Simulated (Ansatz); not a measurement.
# NaVS3 (model cell, started as cubic perovskite with V in the octahedra): following an unstable mode

Wanted: the energy along a soft mode of NaVS3 (model cell, started as cubic perovskite with V in the octahedra) and the structure at the end.

Calculated with Ansatz 0.2.0; DFT PBEsol, scalar-relativistic, plane waves, PAW; PAW set soft_1.

The structure was built from a prototype and need not be the compound's stable phase.

## (1) Set-up

Symmetry: Pm-3m, No. 221, cubic system. The conventional cell has a = 4.568 Å, b = 4.568 Å, c = 4.568 Å, α = 90.00°, β = 90.00°, γ = 90.00°. Na has 12 S at 3.23 Å nearest. V has 6 S at 2.28 Å nearest. Nearest to S lie 2 V at 2.28 Å and 4 Na at 3.23 Å. Farther neighbours and most contacts between anions are not listed.

## (2) Phonons on a q mesh

The cell comes from relaxations at this level that are not shown. Stability and thermal properties need the whole zone. Linear response on a 4×4×4 q mesh gives force constants as far as a supercell of that size would.

input.yaml

```yaml
crystal:
  lattice:
    - [4.5683033595, 0.0, 0.0]
    - [0.0, 4.5683033595, 0.0]
    - [0.0, 0.0, 4.5683033595]
  atoms:
    - { symbol: Na, position: [0.0, 0.0, 0.0] }
    - { symbol: V, position: [0.5, 0.5, 0.5] }
    - { symbol: S, position: [0.5, 0.5, 0.0] }
    - { symbol: S, position: [0.5, 0.0, 0.5] }
    - { symbol: S, position: [0.0, 0.5, 0.5] }
kpoints:
  mp_grid: { grid: [8, 8, 8] }
hamiltonian:
  xc: pbesol
  pseudopotentials: { kind: paw, azcp: { folder: soft_1 }, xc_functional: pbe }
scf:
  occupations: { method: methfessel_paxton, width: 0.2 }
output:
  eigenvalues: true
phonons:
  method: dfpt
  qmesh: [4, 4, 4]
  temperatures: { t_max: 1000, t_step: 50 }
  qpath:
    path:
      - [[0.0, 0.0, 0.0], [0.0, 0.5, 0.0], [0.5, 0.5, 0.0], [0.0, 0.0, 0.0], [0.5, 0.5, 0.5], [0.0, 0.5, 0.0]]
      - [[0.5, 0.5, 0.5], [0.5, 0.5, 0.0]]
    npoints: 10
```

Started as:

```sh
$ ansatz run input.yaml --threads 8 --pin off --max-ram 16384MiB --backend cpu --events-out ev --progress --plain --runs-dir out
```

Numbers of over 12 decimals in the logs are rounded to 6 here.

Log:

```text
Engine: ansatz 0.2.0, aarch64-unknown-linux-gnu
Pseudopotentials: kind: paw
Pseudopotential: Na, paw, valence charge 9, recommended cutoff 420 eV (normal), soft_1/Na.paw.azcp
Pseudopotential: V, paw, valence charge 13, recommended cutoff 420 eV (normal), soft_1/V.paw.azcp
Pseudopotential: S, paw, valence charge 6, recommended cutoff 420 eV (normal), soft_1/S.paw.azcp
Functional definition: PBEsol
  exchange = pbesol_x
  correlation = pbesol_c
Crystal: 5 atoms, lattice volume = 95.338 Å³
Basis set: ecut = 420 eV, 1863 PW (Γ), exchange–correlation on 64×64×64 points (8 copies of the dense FFT grid, shifted against one another)
Bands: 25, of which v1, the nominal top of the filled ones, is band 20 counted from 1 (19 counted from 0)
Symmetry: 48 space group operations
k-points: 35 of 512
Non-local potential: Na, projectors of the file, l = 0: 3, l = 1: 2, l = 2: 1
Non-local potential: V, projectors of the file, l = 0: 3, l = 1: 2, l = 2: 3, l = 3: 1
Non-local potential: S, projectors of the file, l = 0: 2, l = 1: 2, l = 2: 1
PAW form: soft (Blöchl's): semilocal exchange-correlation on the pseudo side does not see the compensation charge
PAW frozen core: Na, regenerated for the run's functional, and the local potential with it (the file was generated under x = pbe(κ = 0.804, μ = 0.219515), c = pbe(β = 0.066725))
PAW frozen core: V, regenerated for the run's functional, and the local potential with it (the file was generated under x = pbe(κ = 0.804, μ = 0.219515), c = pbe(β = 0.066725))
PAW frozen core: S, regenerated for the run's functional, and the local potential with it (the file was generated under x = pbe(κ = 0.804, μ = 0.219515), c = pbe(β = 0.066725))
PAW one-centre angular grid: Na, 110 points (default); XC on 64 Gauss nodes
PAW one-centre angular grid: V, 590 points (default); XC on 64 Gauss nodes
PAW one-centre angular grid: S, 110 points (default); XC on 64 Gauss nodes
Initial density: superposition of atomic densities (chi_scale 0.1, normalization cell, long waves kept (reshape's long-wave potential 0.00 eV rms))
Initial wavefunctions: pseudopotential atomic-orbital guess
Functional: x = pbesol(κ = 0.804, μ = 0.123457), c = pbesol(β = 0.046)
SCF iter   1: F=—  HF=-7020.489549 eV  |F-HF|=—  |Δ(HF+E_count)|=         —  Δρ=9.27e-2  dr2=1.33e1  ethr=3.10e-3  ⟨swp⟩=7.5  Hψ=9583  notcnv=0
automatic band count: the SCF goes on with 30 bands, as 25 were too few: the levels above may hold too much charge
preconditioner: auto → Kerker (q_TF=auto, 2.361 Å⁻¹)  [metal: Δε(μ)=0.045 eV  Ē_g=9.389 eV  σ=0.200 eV  W_gap=0.19  n_scr=18 (ndim 8)  ℏωp=18.6 eV  f_vac=0.000  D(μ)=3.70/eV (n_scr^D=26)]
SCF iter   2: F=—  HF=-7019.586115 eV  |F-HF|=—  |Δ(HF+E_count)|=   9.03e-1  S|Δr|=    0.00e0  Δρ=5.02e-2  dr2=4.40e0  ethr=3.10e-3  ⟨swp⟩=2.0  Hψ=2117  notcnv=0  defer=51
SCF iter   3: F=—  HF=-7019.160045 eV  |F-HF|=—  |Δ(HF+E_count)|=   4.26e-1  S|Δr|=    0.00e0  Δρ=1.07e-2  dr2=2.01e-1  ethr=3.10e-3  ⟨swp⟩=2.2  Hψ=1330  notcnv=0  defer=51
SCF iter   4: F=—  HF=-7019.150884 eV  |F-HF|=—  |Δ(HF+E_count)|=   9.16e-3  S|Δr|=    0.00e0  Δρ=2.75e-3  dr2=5.02e-3  ethr=5.03e-4  ⟨swp⟩=1.0  Hψ=1322  notcnv=0  defer=63
SCF iter   5: F=—  HF=-7019.152542 eV  |F-HF|=—  |Δ(HF+E_count)|=   1.66e-3  S|Δr|=    0.00e0  Δρ=6.26e-4  dr2=7.25e-4  ethr=1.26e-5  ⟨swp⟩=2.6  Hψ=1420  notcnv=0  defer=63
SCF iter   6: F=—  HF=-7019.152671 eV  |F-HF|=—  |Δ(HF+E_count)|=   1.29e-4  S|Δr|=    0.00e0  Δρ=4.10e-4  dr2=2.48e-4  ethr=1.81e-6  ⟨swp⟩=2.1  Hψ=1650  notcnv=0  defer=63
SCF iter   7: F=—  HF=-7019.152656 eV  |F-HF|=—  |Δ(HF+E_count)|=   1.41e-5  S|Δr|=    0.00e0  Δρ=9.44e-5  dr2=2.12e-5  ethr=6.19e-7  ⟨swp⟩=2.2  Hψ=1328  notcnv=0  defer=63
SCF iter   8: F=—  HF=-7019.152649 eV  |F-HF|=—  |Δ(HF+E_count)|=   7.37e-6  S|Δr|=    0.00e0  Δρ=3.96e-5  dr2=3.49e-6  ethr=5.30e-8  ⟨swp⟩=2.1  Hψ=1464  notcnv=0  defer=63
SCF iter   9: F=—  HF=-7019.152650 eV  |F-HF|=—  |Δ(HF+E_count)|=   1.35e-6  S|Δr|=    0.00e0  Δρ=1.69e-5  dr2=4.00e-7  ethr=8.74e-9  ⟨swp⟩=2.5  Hψ=1510  notcnv=0  defer=63
SCF iter  10: F=—  HF=-7019.152650 eV  |F-HF|=—  |Δ(HF+E_count)|=   3.43e-8  S|Δr|=    0.00e0  Δρ=2.79e-6  dr2=8.46e-9  ethr=9.99e-10  ⟨swp⟩=2.5  Hψ=1529  notcnv=0  defer=63
SCF iter  11: F=—  HF=-7019.152650 eV  |F-HF|=—  |Δ(HF+E_count)|=   1.26e-9  S|Δr|=    0.00e0  Δρ=5.96e-7  dr2=4.58e-10  ethr=2.12e-11  ⟨swp⟩=2.3  Hψ=1512  notcnv=0  defer=63
SCF iter  12: F=—  HF=-7019.152650 eV  |F-HF|=—  |Δ(HF+E_count)|=  1.53e-10  S|Δr|=    0.00e0  Δρ=1.30e-7  dr2=1.14e-11  ethr=1.15e-12  ⟨swp⟩=2.2  Hψ=1504  notcnv=0  defer=63
SCF iter  13: F=-7019.152650 eV  HF=-7019.152650 eV  |F-HF|=1.82e-12  |Δ(HF+E_count)|=    0.00e0  S|Δr|=    0.00e0  Δρ=3.40e-8  dr2=1.42e-12  ethr=1.00e-12  ⟨swp⟩=13.5  Hψ=5859  notcnv=0
SCF 1 converged in 13 iterations: F = -7019.152650 eV  dr2 = 1.42e-12
  greatest PAW one-centre occupation: 1.000 electrons in one spin orbital (limit 2), on the V atom at site 1 (counted from 0), in its partial waves of l = 0
Initial density: read from a saved state, or passed on in memory by an earlier SCF of this step, an earlier step, the calling program or the single point that the run made first
iter 1 solved again at ethr=1.91e-6 eV; its pass at ethr=3.10e-3 eV (dr2=7.65e-4 eV) is discarded
SCF iter   1: F=—  HF=-7019.152645 eV  |F-HF|=—  |Δ(HF+E_count)|=         —  Δρ=1.66e-6  dr2=4.53e-9  ethr=1.91e-6  ⟨swp⟩=3.1  Hψ=6451  notcnv=0
eigensolver tolerance schedule: the retry pair's looser diagonalisation over-reported the residual by 169002.16 of it (diagonalisation noise at an unbounded share of the residual, at the tolerance the schedule requests for it); recorded, not acted on — ethr = c·dr2/N_el stays at c = 1.0e-1
preconditioner: auto → Kerker (q_TF=auto, 2.361 Å⁻¹)  [metal: Δε(μ)=0.028 eV  Ē_g=6.813 eV  σ=0.200 eV  W_gap=0.12  n_scr=18 (ndim 8)  ℏωp=18.6 eV  f_vac=0.000  D(μ)=4.41/eV (n_scr^D=32)]
SCF iter   2: F=—  HF=-7019.152650 eV  |F-HF|=—  |Δ(HF+E_count)|=   5.04e-6  S|Δr|=    0.00e0  Δρ=8.41e-7  dr2=1.08e-9  ethr=1.13e-11  ⟨swp⟩=4.4  Hψ=2710  notcnv=0
SCF iter   3: F=—  HF=-7019.152650 eV  |F-HF|=—  |Δ(HF+E_count)|=  5.09e-11  S|Δr|=    0.00e0  Δρ=5.33e-7  dr2=4.46e-10  ethr=2.69e-12  ⟨swp⟩=1.0  Hψ=875  notcnv=0
SCF iter   4: F=—  HF=-7019.152650 eV  |F-HF|=—  |Δ(HF+E_count)|=  2.27e-11  S|Δr|=    0.00e0  Δρ=2.48e-7  dr2=1.00e-10  ethr=1.12e-12  ⟨swp⟩=1.0  Hψ=875  notcnv=0
SCF iter   5: F=—  HF=-7019.152650 eV  |F-HF|=—  |Δ(HF+E_count)|=  2.73e-12  S|Δr|=    0.00e0  Δρ=1.53e-7  dr2=3.88e-11  ethr=1.00e-12  ⟨swp⟩=1.0  Hψ=875  notcnv=0
SCF iter   6: F=-7019.152650 eV  HF=-7019.152650 eV  |F-HF|=1.00e-11  |Δ(HF+E_count)|=  1.82e-12  S|Δr|=    0.00e0  Δρ=7.67e-8  dr2=9.91e-12  ethr=1.00e-12  ⟨swp⟩=2.0  Hψ=2040  notcnv=0
SCF 2 converged in 6 iterations: F = -7019.152650 eV  dr2 = 9.91e-12
phonons: the bands overlap, so this run is a metal and interpolates without the dipole-dipole term. If the crystal is really an insulator or semiconductor, its LO-TO splitting is missing
NSCF: frozen V_eff on 35 k-points
NSCF: frozen V_eff on 125 k-points
DFPT response loops at q = (0, 0, 0) (fractional): preconditioner auto → Kerker (q_TF=auto, 2.361 Å⁻¹) (partly filled bands, converged f_vac=0.000); β = 1.00, the filter's whole step (`scf.mixing.beta` (0.50) is not read by the response loops under this deck's `scf.mixing.preconditioner`; to damp them name `kerker` or `kerker_dos`, under which they read `scf.mixing.beta`, and type it under 1.00, their step now; both keys bind the ground state too); Broyden in place of MSR1
NSCF: frozen V_eff on 400 k-points
DFPT response loops at q = (0, 0, 0.25) (fractional): mixed as the last ones told, above
NSCF: frozen V_eff on 250 k-points
DFPT response loops at q = (0, 0, -0.5) (fractional): mixed as the last ones told, above
NSCF: frozen V_eff on 640 k-points
DFPT response loops at q = (0, 0.25, 0.25) (fractional): mixed as the last ones told, above
NSCF: frozen V_eff on 400 k-points
DFPT response loops at q = (0, 0.25, -0.5) (fractional): mixed as the last ones told, above
NSCF: frozen V_eff on 250 k-points
DFPT response loops at q = (0, -0.5, -0.5) (fractional): mixed as the last ones told, above
NSCF: frozen V_eff on 1024 k-points
DFPT response loops at q = (0.25, 0.25, 0.25) (fractional): mixed as the last ones told, above
NSCF: frozen V_eff on 640 k-points
DFPT response loops at q = (0.25, 0.25, -0.5) (fractional): mixed as the last ones told, above
NSCF: frozen V_eff on 400 k-points
DFPT response loops at q = (0.25, -0.5, -0.5) (fractional): mixed as the last ones told, above
NSCF: frozen V_eff on 250 k-points
DFPT response loops at q = (-0.5, -0.5, -0.5) (fractional): mixed as the last ones told, above
SCF converged after 13 iterations
Stability not checked: this state was not tested for a lower state beside it, because cold or Methfessel-Paxton smearing, or corrected tetrahedra, fill the levels in a way that the test cannot read (fill_not_monotonic; see scf.lower_state_search)
Free energy (F): -7019.152650 eV
Harris-Foulkes:  -7019.152650 eV  (|F-HF|=1.82e-12)
Internal energy: -7019.133839 eV  (E = F + TS)
E sigma→0 (E₀):  -7019.147947 eV
Entropy (-TS):   -0.018811 eV (-3.762 meV/atom)
Fermi energy:    6.797362 eV
--- Per-component energies (eV) ---
  E_band       = -464.676652
  E_kinetic    = 726.210368
  E_local      = -3469.172931  (includes V_loc(G=0)·N_el)
  E_nonlocal   = 463.830013
  E_hartree    = 1295.964323
  E_xc         = -414.792694
  E_vxc        = -440.079341  (∫ρ·V_xc dr)
  E_paw        = -3158.430862  (= ΣΔE_a)
  E_vpaw       = -337.394422  (= ΣTr[D̂ρ^β])
  E_aug_tail   = 0.000968  (compensation charges beyond the density's cutoff)
  E_ewald      = -2463.133246
  E_core_change = 0.390221  (= ΣΔE_core)
  E_smearing   = -0.018811  (= −TS)
  E_closure    = -0.000000  (closes the sum)
  Σ components = -7019.152650   (vs F -7019.152650, Δ=0.00e0)
--- Band table (eV; the first three rows and the last of 35) ---
  k-point 0: bands = [... 16 lower, 5.5777, 5.8073, 5.8073, 5.8073, 6.4683, 6.4683, 6.4683, 7.2942, ... 6 higher]
  k-point 1: bands = [... 16 lower, 5.4653, 5.7831, 5.8131, 6.0719, 6.0719, 6.7741, 6.7741, 7.3022, ... 6 higher]
  k-point 2: bands = [... 16 lower, 4.8642, 5.2177, 5.8275, 6.1460, 6.1460, 7.3169, 7.3525, 7.3525, ... 6 higher]
  k-point 34: bands = [... 16 lower, 2.4703, 7.2308, 7.2308, 7.2308, 7.8696, 7.8696, 7.8696, 9.4206, ... 6 higher]
--- Phonons (Γ-DFPT): 4 representative perturbations + reference (Σ response iterations 12) ---
  ASR residual: 2.475e-5 → 0.000e0 eV/Å²; symmetrization residual: 5.283e-6 eV/Å²
  ASR residual per site (eV/Å²): 2.22e-5 2.47e-5 1.53e-5 1.53e-5 1.53e-5
  Γ frequencies (cm⁻¹): -93.33 -93.33 -93.33 0.00 0.00 0.00 72.22 72.22 72.22 87.93 87.93 87.93 352.07 352.07 352.07
--- Phonons (arbitrary-q DFPT): 10 irreducible q on the 4×4×4 mesh ---
  q = [0.0000, 0.0000, 0.0000] (star 1, of the zone-centre solve; hermiticity 9.34e-7, symmetrization 2.17e-12): -93.33 -93.33 -93.33 -0.00 0.00 0.00 72.22 72.22 72.22 87.93 87.93 87.93 352.07 352.07 352.07
  q = [0.0000, 0.0000, 0.2500] (star 6, 9 solved perturbations in 1560 linear systems a pass and spin channel, the states on 200 of 512 k-point pairs; hermiticity 1.32e-6, symmetrization 2.50e-12): -165.28 -86.69 -86.69 38.54 38.54 69.03 71.34 71.34 74.49 113.59 125.30 125.30 346.63 346.63 355.56
  q = [0.0000, 0.0000, -0.5000] (star 3, 9 solved perturbations in 975 linear systems a pass and spin channel, the states on 125 of 512 k-point pairs; hermiticity 4.35e-7, symmetrization 4.37e-8): -97.55 -97.55 54.37 54.37 64.52 64.52 75.46 108.60 137.57 156.78 156.78 188.68 336.91 336.91 380.77
  q = [0.0000, 0.2500, 0.2500] (star 12, 9 solved perturbations in 2460 linear systems a pass and spin channel, the states on 320 of 512 k-point pairs; hermiticity 9.52e-7, symmetrization 4.83e-14): -149.20 -126.49 -87.02 26.84 59.53 61.84 67.82 107.62 108.11 113.07 130.86 172.14 333.66 340.89 376.18
  q = [0.0000, 0.2500, -0.5000] (star 12, 15 solved perturbations on 200 of 512 k-point pairs; hermiticity 1.03e-6, symmetrization 5.72e-8): -140.26 -99.61 -21.45 58.34 62.62 64.85 115.89 117.65 125.95 155.89 191.97 204.99 292.71 330.68 401.05
  q = [0.0000, -0.5000, -0.5000] (star 3, 9 solved perturbations in 975 linear systems a pass and spin channel, the states on 125 of 512 k-point pairs; hermiticity 1.42e-6, symmetrization 3.26e-8): -111.41 -76.15 50.39 50.39 65.47 72.16 125.91 125.91 154.55 154.55 185.47 185.47 227.95 319.91 418.63
  q = [0.2500, 0.2500, 0.2500] (star 8, 4 solved perturbations in 1376 linear systems a pass and spin channel, the states on 512 of 512 k-point pairs; hermiticity 9.22e-7, symmetrization 1.21e-12): -104.66 -104.66 -82.93 29.48 51.25 51.25 84.05 85.91 85.91 170.94 170.94 173.93 333.51 333.51 396.66
  q = [0.2500, 0.2500, -0.5000] (star 12, 9 solved perturbations in 2460 linear systems a pass and spin channel, the states on 320 of 512 k-point pairs; hermiticity 1.18e-6, symmetrization 3.70e-8): -92.40 -89.32 -34.55 21.67 67.85 68.09 74.13 77.73 170.55 193.60 200.76 207.57 266.01 316.21 421.85
  q = [0.2500, -0.5000, -0.5000] (star 6, 9 solved perturbations in 1560 linear systems a pass and spin channel, the states on 200 of 512 k-point pairs; hermiticity 1.40e-6, symmetrization 1.32e-7): -102.87 -76.51 -51.96 -11.26 -11.26 63.29 63.29 67.98 184.65 184.65 202.65 202.65 227.77 270.96 441.32
  q = [-0.5000, -0.5000, -0.5000] (star 1, 4 solved perturbations in 350 linear systems a pass and spin channel, the states on 125 of 512 k-point pairs; hermiticity 1.69e-6, symmetrization 1.10e-8): -216.15 -216.15 -76.54 -76.54 -76.54 70.35 70.35 70.35 168.84 168.84 168.84 226.38 226.38 226.38 453.55
  sum rule: each row above includes the acoustic sum rule's correction from the zone centre's row sums; it moved no ω² by more than (0.51 cm⁻¹)²
  mesh force constants: q→R imaginary residual 3.27e-19; ASR residual 2.475e-5 → 0.000e0 eV/Å²; symmetrization residual 5.329e-15 eV/Å²
  interpolated dispersion: 62 rows × 15 modes
  density of states and harmonic sums: on the 16×16×16 q-mesh, interpolated from the force constants of a 4×4×4 supercell (no non-analytic term)
  largest difference from the sums on the solved wave vectors: F 5.95e-2 eV, S 8.52e-5 and C_V 2.72e-5 eV/K
  zero-point energy: 0.123979 eV/cell   skipped modes (ω ≤ 0): 486, of them read as no rigid motion or as one in doubt: 483 (2.872e0 modes/cell left out, lowest -216.15 cm⁻¹)   left out of the sums: 1.91e-1 of the cell's modes: C_V's classical limit lies that fraction below 3 k_B per atom; for a crystal, a wire or a layer, F and S can be off by more, and a phonons.interpolated_qmesh denser along its periods is the remedy for the sampling
```

The job ended after 6.3 min (8 threads of Arm Neoverse V2, shared host; peak memory 3.1 GiB).

Numbers from this step:

* volume per atom: 19.07 Å³
* gap on the k-mesh: 0 eV
* sum-rule residual before enforcement: 2.47e-5 eV/Å²
* lowest frequency on the path: -216.2 cm⁻¹
* point group: m-3m
* highest frequency on the path or at a solved wavevector: 453.7 cm⁻¹
* highest optical mode at the zone centre (no LO-TO term): 352.1 cm⁻¹
* lowest optical zone-centre mode: -93.33 cm⁻¹
* lowest mode on the q mesh (acoustic modes at Γ apart): -216.2 cm⁻¹

Frequencies (cm⁻¹) solved at each irreducible wavevector; negative means imaginary. Frequencies by wavevector, by row:

| q in reciprocal lattice units | star | mode 1 | mode 2 | mode 3 | mode 4 | mode 13 | mode 14 | mode 15 |
| --- | --- | --- | --- | --- | --- | --- | --- | --- |
| 0 0 0 | 1 | -93.3 | -93.3 | -93.3 | 0 | 352.1 | 352.1 | 352.1 |
| 0 0 0.25 | 6 | -165.3 | -86.7 | -86.7 | 38.5 | 346.6 | 346.6 | 355.6 |
| 0 0 -0.5 | 3 | -97.5 | -97.5 | 54.4 | 54.4 | 336.9 | 336.9 | 380.8 |
| 0 0.25 0.25 | 12 | -149.2 | -126.5 | -87 | 26.8 | 333.7 | 340.9 | 376.2 |
| 0 0.25 -0.5 | 12 | -140.3 | -99.6 | -21.4 | 58.3 | 292.7 | 330.7 | 401.1 |
| 0 -0.5 -0.5 | 3 | -111.4 | -76.2 | 50.4 | 50.4 | 227.9 | 319.9 | 418.6 |
| 0.25 0.25 0.25 | 8 | -104.7 | -104.7 | -82.9 | 29.5 | 333.5 | 333.5 | 396.7 |
| 0.25 0.25 -0.5 | 12 | -92.4 | -89.3 | -34.5 | 21.7 | 266 | 316.2 | 421.9 |
| 0.25 -0.5 -0.5 | 6 | -102.9 | -76.5 | -52 | -11.3 | 227.8 | 271 | 441.3 |
| -0.5 -0.5 -0.5 | 1 | -216.2 | -216.2 | -76.5 | -76.5 | 226.4 | 226.4 | 453.6 |

Interpolated from a 4×4×4 q mesh. The phonon branches at the labelled points (cm⁻¹):

| point | branch 1 | branch 2 | branch 3 | branch 4 | branch 12 | branch 13 | branch 14 | branch 15 |
| --- | --- | --- | --- | --- | --- | --- | --- | --- |
| Γ | -93 | -93 | -93 | 0 | 88 | 352 | 352 | 352 |
| halfway | -165 | -87 | -87 | 38 | 125 | 347 | 347 | 356 |
| X | -98 | -98 | 54 | 54 | 189 | 337 | 337 | 381 |
| halfway | -140 | -100 | -22 | 58 | 205 | 293 | 331 | 401 |
| M | -111 | -76 | 50 | 50 | 186 | 228 | 320 | 419 |
| halfway | -149 | -126 | -87 | 27 | 172 | 334 | 341 | 376 |
| Γ | -93 | -93 | -93 | 0 | 88 | 352 | 352 | 352 |
| halfway | -105 | -105 | -83 | 30 | 174 | 334 | 334 | 397 |
| R | -216 | -216 | -76 | -76 | 226 | 226 | 226 | 454 |
| halfway | -92 | -89 | -34 | 22 | 208 | 266 | 316 | 422 |
| X | -98 | -98 | 54 | 54 | 189 | 337 | 337 | 381 |
| jump to R | -216 | -216 | -76 | -76 | 226 | 226 | 226 | 454 |
| halfway | -103 | -76 | -52 | -11 | 203 | 228 | 271 | 441 |
| M | -111 | -76 | 50 | 50 | 186 | 228 | 320 | 419 |

Symmetry leaves 10 wavevectors to solve. The lowest mode among them, the acoustic zeros apart, lies at q = (-0.5, -0.5, -0.5) and is imaginary, 216.2i cm⁻¹, so the energy falls along it.

(Part 1 of 3 ends here.)

[Logs are printed without paths, hosts, clocks, repeated set-up lines and the standing remarks that a program may print on its own settings, such as how far it seeks lower states.]

[Hosts, paths, dates, database ids (printed as entryN), source tags and the programs' standing remarks are cut or masked in the printed files.]
